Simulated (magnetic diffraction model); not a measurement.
# Which magnetic order? Cr4Te3S3

Space group R3 (no. 146), a = 6.1220 Å, c = 16.4590 Å.

```csv
site,atom,x,y,z
9b,Te,0.0076,0.6744,0.0843
3a,Cr,1/3,2/3,0.3313
3a,Cr,0,0,0.3271
3a,Cr,1/3,2/3,0.1757
3a,Cr,2/3,1/3,0.3298
9b,S,0.6555,0.6664,0.2532
```

This is a made-up structure (elements placed in a structure type, unrelaxed), so the numbers test the method and describe no known phase.

Only Cr is taken to order (form factors of Cr3+); orders and moment sizes are assumed, and not adapted to the symmetry. Radiation: neutrons of λ = 2.567 Å, 2° to 50°; isotropic B of 0.48 Å² (Te), 0.55 Å² (Cr) and 0.69 Å² (S). The intensities are simulated: I ∝ L Σ (|F_N|² + |F_M⊥|²) for unpolarised neutrons, with F_M = 2.695 fm/μB × Σ f(s) S exp(2πi Q·r) exp(−B s²) at Q = H ± k (one set where k and −k are equivalent), only the part normal to Q counting and L = 1/(sin²θ cos θ). For a modulated order the moment at position r is S exp(−2πi k·r) + c.c., with S = m/2 for a sine wave of amplitude m and S = m(u + iv)/2 for moments turning in a plane, u and v being orthogonal unit vectors in it; the phase factor of the sum at Q = H + k is then exp(2πi H·r). Form factors are spin-only for 3d ions and dipole or tabulated for f ions, scattering lengths are Sears's of 1992, and absorption is left out. A label names one of the reflections at its angle. The strongest nuclear line in the range is 100, and lines under 0.2 are left out.

Above the ordering temperature:

```csv
2θ (°),index,I
27.06,(0 0 3),100.0
29.47,(1 0 1),33.5
33.47,(0 1 2),31.1
46.51,(1 0 4),11.3
49.58,(1 1 0),54.6
```

Below it (cell unchanged):

| 2θ (°) | I |
| --- | --- |
| 16.07 | 507.4 |
| 18.42 | 56.1 |
| 24.18 | 37.5 |
| 27.06 | 100.0 |
| 29.47 | 33.5 |
| 31.63 | 103.8 |
| 32.47 | 107.7 |
| 33.47 | 31.1 |
| 33.74 | 12.6 |
| 37.34 | 10.9 |
| 39.97 | 17.8 |
| 42.76 | 40.2 |
| 43.41 | 105.2 |
| 44.41 | 12.3 |
| 46.51 | 11.3 |
| 47.32 | 11.0 |
| 48.94 | 10.8 |
| 49.52 | 8.6 |
| 49.58 | 54.6 |

**Question.** Check that the new lines index with k = (1/3 1/3 0), then choose among these models:
A. moments turning in the plane of [100] and [010], 2.74 μB on Cr; signs + at (1/3, 2/3, 0.3313), + at (0, 0, 0.3271), + at (1/3, 2/3, 0.1757), + at (2/3, 1/3, 0.3298)
B. a sine wave with moments along [010] (amplitudes given), 2.74 μB on Cr; signs + at (1/3, 2/3, 0.3313), + at (0, 0, 0.3271), + at (1/3, 2/3, 0.1757), + at (2/3, 1/3, 0.3298)
C. a sine wave with moments along [100] (amplitudes given), 2.74 μB on Cr; signs + at (1/3, 2/3, 0.3313), + at (0, 0, 0.3271), + at (1/3, 2/3, 0.1757), + at (2/3, 1/3, 0.3298)
D. moments turning in the plane of [010] and [001], 2.74 μB on Cr; signs + at (1/3, 2/3, 0.3313), + at (0, 0, 0.3271), + at (1/3, 2/3, 0.1757), + at (2/3, 1/3, 0.3298)

The new lines index as (1/3 1/3 0) at 16.07°, (2/3 -1/3 1) at 18.42°, (-1/3 2/3 2) at 24.18° and (1/3 1/3 3) at 31.63°, that is as H ± k with k = (1/3 1/3 0), one of 3 inequivalent arms of its star (k and −k counted as one), which a powder can't tell apart. Satellites come in pairs about each point of the reciprocal lattice.

Magnetic intensity, observed (below minus above) and for each model:

| 2θ (°) | index | observed | A | B | C | D |
| --- | --- | --- | --- | --- | --- | --- |
| 16.07 | (1/3 1/3 0) | 507.4 | 507.4 | 380.6 | 380.6 | 888.0 |
| 18.42 | (2/3 -1/3 1) | 56.1 | 56.1 | 23.7 | 23.7 | 58.3 |
| 24.18 | (-1/3 2/3 2) | 37.5 | 37.5 | 17.4 | 17.4 | 28.2 |
| 31.63 | (1/3 1/3 3) | 103.8 | 103.8 | 55.8 | 55.8 | 71.5 |
| 32.47 | (2/3 2/3 0) | 107.7 | 107.7 | 80.8 | 80.8 | 188.5 |
| 42.76 | (2/3 2/3 3) | 40.2 | 40.2 | 24.3 | 24.3 | 41.1 |
| 43.41 | (5/3 -4/3 0) | 105.2 | 105.2 | 28.2 | 28.2 | 133.3 |
| 44.41 | (4/3 1/3 1) | 12.3 | 12.3 | 7.5 | 7.5 | 18.8 |

Model A matches.

The structure used: k = (1/3 1/3 0), moments turning in the plane of [100] and [010], 2.74 μB on Cr; signs + at (1/3, 2/3, 0.3313), + at (0, 0, 0.3271), + at (1/3, 2/3, 0.1757), + at (2/3, 1/3, 0.3298).

[Logs are printed without paths, hosts, clocks, repeated set-up lines and the standing remarks that a program may print on its own settings, such as how far it seeks lower states.]
